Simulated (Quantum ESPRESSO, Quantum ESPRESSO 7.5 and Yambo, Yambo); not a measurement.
# SnO2 (Cassiterite): G0W0 on several meshes in Yambo

Aim: the GW shift of SnO2 (Cassiterite) against the k mesh.

Method: PBE and many-body steps on it, plane waves, in Quantum ESPRESSO 7.5 and Yambo 5.3.0.

Most raw output is cut from this account.

### Step 1. Set-up

Symmetry: P4_2/mnm, No. 136, tetragonal system. Conventional cell: a = 4.738 Å, b = 4.738 Å, c = 3.187 Å, α = 90.00°, β = 90.00°, γ = 90.00°. Nearest to Sn lie 6 O at 2.05 to 2.06 Å. Nearest to O lie 3 Sn at 2.05 to 2.06 Å. Farther neighbours and most contacts between anions are not listed.

The cell and positions come from the Crystallography Open Database and are kept as given unless a step says otherwise.

### Step 2. Empty states on the mesh, 4×4×4 mesh, 247 bands

This step: Quantum ESPRESSO 7.5; DFT, PBE, plane waves, norm-conserving pseudopotentials.

The sums over transitions need many empty states on a uniform mesh; this step solves for them.

Contents of pw.in:

```
&control
  calculation = 'nscf'
  prefix = 'x'
  outdir = 'o'
  pseudo_dir = 'pseudo'
/
&system
  ibrav = 0
  nat = 6
  ntyp = 2
  ecutwfc = 84.0
  nbnd = 247
  force_symmorphic = .true.
/
&electrons
  conv_thr = 1e-9
  electron_maxstep = 80
  diago_full_acc = .true.
  diago_thr_init = 5e-6
/
ATOMIC_SPECIES
  Sn 118.71 Sn.upf
  O 15.999 O.upf
CELL_PARAMETERS angstrom
  4.7380000000 0.0000000000 0.0000000000
  0.0000000000 4.7380000000 0.0000000000
  0.0000000000 0.0000000000 3.1865000000
ATOMIC_POSITIONS crystal
  Sn 0.0000000000 0.0000000000 0.0000000000
  Sn 0.5000000000 0.5000000000 0.5000000000
  O 0.3071000000 0.3071000000 0.0000000000
  O 0.1929000000 0.8071000000 0.5000000000
  O 0.6929000000 0.6929000000 0.0000000000
  O 0.8071000000 0.1929000000 0.5000000000
K_POINTS automatic
  4 4 4 0 0 0
```

Command:

```
OMP_NUM_THREADS=1 mpirun -n 4 pw.x -nk 4 -in pw.in > pw.out
```

Wall time 1.8 min (4 MPI ranks of Arm Neoverse V1, shared host); peak memory 0.75 GiB; 7.2 min of CPU time.

Numbers from this step:

* gap: 1.289 eV
* k of the valence top: 0, 0, 0
* k of the conduction bottom: 0, 0, 0
* least direct gap: 1.289 eV
* k points computed: 21
* lowest point of the top converged band, above the valence top: 109.8619 eV

On this mesh the gap is 1.289 eV.

The density comes from a self-consistent run that is not shown.

### Step 3. Conversion and set-up

This step: Yambo 5.3.0; conversion and set-up on PBE, plane waves, norm-conserving pseudopotentials.

The states are converted to the many-body program's format and the q mesh is built.

Command:

```
(cd o/x.save; p2y > p2y.log; mv SAVE ../..); yambo > setup.log
```

Wall time 3.1 s (1 MPI rank); peak memory 0.25 GiB.

### Step 4. 4×4×4

Now the one-shot GW correction: screening in the RPA, then the self-energy of the levels asked for.

This step: G0W0 on PBE, plane waves, norm-conserving pseudopotentials.

Contents of gw2.in:

```
HF_and_locXC
gw0
dyson
ppa
em1d
rim_cut
RandQpts= 1000000
RandGvec= 1 RL
EXXRLvcs= 84 Ry
VXCRLvcs= 336 Ry
Chimod= "HARTREE"
% BndsRnXp
 1 | 121 |
%
NGsBlkXp= 9 Ry
% LongDrXp
 1 | 1 | 1 |
%
% GbndRnge
 1 | 121 |
%
DysSolver= "n"
ExtendOut
PPAPntXp= 27.21138 eV
% QPkrange
 1 | 1 | 33 | 36 |
%
```

Command:

```
OMP_NUM_THREADS=1 mpirun -n 4 yambo -F gw2.in -J gw2 -C gw2 > gw2.log
```

Run time: 6.1 min. Hardware: 4 MPI ranks; peak memory 4 GiB; 24 min of CPU time.

Numbers from this step:

```yaml
g0w0_gap_on_the_points_computed: 2.727 eV
starting_gap_on_the_mesh: 1.289 eV
k_of_the_valence_top: 0, 0, 0
k_of_the_conduction_bottom: 0, 0, 0
least_direct_g0w0_gap_on_the_computed_points: 2.727 eV
z_at_the_valence_top: 0.7874
z_at_the_conduction_bottom: 0.8407
```

The gap on the mesh goes from 1.29 eV to 2.73 eV, a correction of +1.44 eV.

### Step 5. Empty states on the mesh, 2×2×4 mesh, 121 bands

This step: Quantum ESPRESSO 7.5; DFT, PBE, plane waves, norm-conserving pseudopotentials.

Changes to pw.in since step 2:

```diff
@@ -11,3 +11,3 @@
   ecutwfc = 84.0
-  nbnd = 247
+  nbnd = 121
   force_symmorphic = .true.
@@ -35,2 +35,2 @@
 K_POINTS automatic
-  4 4 4 0 0 0
+  2 2 4 0 0 0
```

Command:

```
OMP_NUM_THREADS=1 mpirun -n 4 pw.x -nk 4 -in pw.in > pw.out
```

The job ended after 19 s (4 MPI ranks; peak memory 0.49 GiB; 74 s of CPU time).

This step gave:

| Item | Value |
| --- | --- |
| gap | 1.289 eV |
| k of the valence top | 0, 0, 0 |
| k of the conduction bottom | 0, 0, 0 |
| least direct gap | 1.289 eV |
| k points computed | 9 |
| lowest point of the top converged band, above the valence top | 58.2650 eV |

On this mesh the gap is 1.289 eV.

### Step 6. Conversion and set-up

This step: Yambo 5.3.0; conversion and set-up on PBE, plane waves, norm-conserving pseudopotentials.

Command:

```
(cd o/x.save; p2y > p2y.log; mv SAVE ../..); yambo > setup.log
```

It took 2.3 s on 1 MPI rank; peak memory 0.24 GiB.

### Step 7. 2×2×4

This step: G0W0 on PBE, plane waves, norm-conserving pseudopotentials.

Contents of gw11.in:

```
HF_and_locXC
gw0
dyson
ppa
em1d
rim_cut
RandQpts= 1000000
RandGvec= 1 RL
EXXRLvcs= 84 Ry
VXCRLvcs= 336 Ry
Chimod= "HARTREE"
% BndsRnXp
 1 | 121 |
%
NGsBlkXp= 9 Ry
% LongDrXp
 1 | 1 | 1 |
%
% GbndRnge
 1 | 121 |
%
DysSolver= "n"
ExtendOut
PPAPntXp= 27.21138 eV
% QPkrange
 1 | 1 | 33 | 36 |
%
```

Command:

```
OMP_NUM_THREADS=1 mpirun -n 4 yambo -F gw11.in -J gw11 -C gw11 > gw11.log
```

It took 47 s on 4 MPI ranks; peak memory 2.3 GiB.

This step gave:

```
G0W0 gap on the points computed              : 2.643 eV
starting gap on the mesh                     : 1.289 eV
k of the valence top                         : 0, 0, 0
k of the conduction bottom                   : 0, 0, 0
least direct G0W0 gap on the computed points : 2.643 eV
Z at the valence top                         : 0.7872
Z at the conduction bottom                   : 0.8377
```

Against G0W0 in Yambo (4×4×4 mesh, 121 bands, screening to 122.5 eV, Godby-Needs plasmon pole), the gap moves by −0.083 eV.

### Step 8. Empty states on the mesh, 4×4×6 mesh, 121 bands

This step: Quantum ESPRESSO 7.5; DFT, PBE, plane waves, norm-conserving pseudopotentials.

Changes to pw.in since step 5:

```diff
@@ -35,2 +35,2 @@
 K_POINTS automatic
-  2 2 4 0 0 0
+  4 4 6 0 0 0
```

Command:

```
OMP_NUM_THREADS=1 mpirun -n 4 pw.x -nk 4 -in pw.in > pw.out
```

It took 46 s on 4 MPI ranks; peak memory 0.49 GiB; 3.1 min of CPU time.

Numbers from this step:

- gap: 1.289 eV
- k of the valence top: 0, 0, 0
- k of the conduction bottom: 0, 0, 0
- least direct gap: 1.289 eV
- k points computed: 28
- lowest point of the top converged band, above the valence top: 58.2650 eV

On this mesh the gap is 1.289 eV.

### Step 9. Conversion and set-up

This step: Yambo 5.3.0; conversion and set-up on PBE, plane waves, norm-conserving pseudopotentials.

Command:

```
(cd o/x.save; p2y > p2y.log; mv SAVE ../..); yambo > setup.log
```

Elapsed: 3.3 s, on 1 MPI rank; peak memory 0.26 GiB.

### Step 10. 4×4×6

This step: G0W0 on PBE, plane waves, norm-conserving pseudopotentials.

Contents of gw12.in:

```
HF_and_locXC
gw0
dyson
ppa
em1d
rim_cut
RandQpts= 1000000
RandGvec= 1 RL
EXXRLvcs= 84 Ry
VXCRLvcs= 336 Ry
Chimod= "HARTREE"
% BndsRnXp
 1 | 121 |
%
NGsBlkXp= 9 Ry
% LongDrXp
 1 | 1 | 1 |
%
% GbndRnge
 1 | 121 |
%
DysSolver= "n"
ExtendOut
PPAPntXp= 27.21138 eV
% QPkrange
 1 | 1 | 33 | 36 |
%
```

Command:

```
OMP_NUM_THREADS=1 mpirun -n 4 yambo -F gw12.in -J gw12 -C gw12 > gw12.log
```

It took 12 min on 4 MPI ranks; peak memory 4.9 GiB.

This step gave:

| Property | Result |
| --- | --- |
| G0W0 gap on the points computed | 2.730 eV |
| starting gap on the mesh | 1.289 eV |
| k of the valence top | 0, 0, 0 |
| k of the conduction bottom | 0, 0, 0 |
| least direct G0W0 gap on the computed points | 2.730 eV |

Against G0W0 in Yambo (4×4×4 mesh, 121 bands, screening to 122.5 eV, Godby-Needs plasmon pole), the gap moves by +0.004 eV.

### Step 11. The runs together

Times are wall times on 4 MPI ranks of Arm Neoverse V1, shared host, good to a factor of about two.

| run | mesh | bands | screening cutoff (eV) | DFT gap (eV) | gap on the mesh (eV) | direct (eV) | time |
| --- | --- | --- | --- | --- | --- | --- | --- |
| 4×4×4 | 4×4×4 | 121 | 122.5 | 1.289 | 2.727 | 2.727 | 6.1 min |
| 2×2×4 | 2×2×4 | 121 | 122.5 | 1.289 | 2.643 | 2.643 | 47 s |
| 4×4×6 | 4×4×6 | 121 | 122.5 | 1.289 | 2.730 | 2.730 | 12 min |

### Step 12. Results

| Property | Result |
| --- | --- |
| 4×4×4 | 2.727 eV |
| 2×2×4 | 2.643 eV |
| 4×4×6 | 2.730 eV |
| known limits | not at the basis limit; no spin-orbit coupling; coarse k mesh |

2×2×4: −0.083 eV against 4×4×4. 4×4×6: +0.004 eV against 4×4×4. Bands and cutoff are finite, so the gap is not at the basis limit. The miss can reach some tenths of an eV and take either sign; the mesh is an error of its own. In the G0W0 runs levels were corrected at 1 k point alone, so a gap called «on the mesh» is the least over those, and an edge elsewhere would be missed. The 4×4×4 mesh is coarse for this cell, which bears on the long-range parts of exchange and screening. The many-body steps are scalar-relativistic: spin-orbit coupling is not in them.

[Paths, hosts, dates, memory and timing lines, banners, echoed tables and standing remarks are left out of the program output.]

[Logs are printed without paths, hosts, clocks, repeated set-up lines and the standing remarks that a program may print on its own settings, such as how far it seeks lower states.]

[Runs of the session that timed out or met a known fault of the program may be left out.]

[Hosts, paths, dates, database ids (printed as entryN), source tags and the programs' standing remarks are cut or masked in the printed files.]
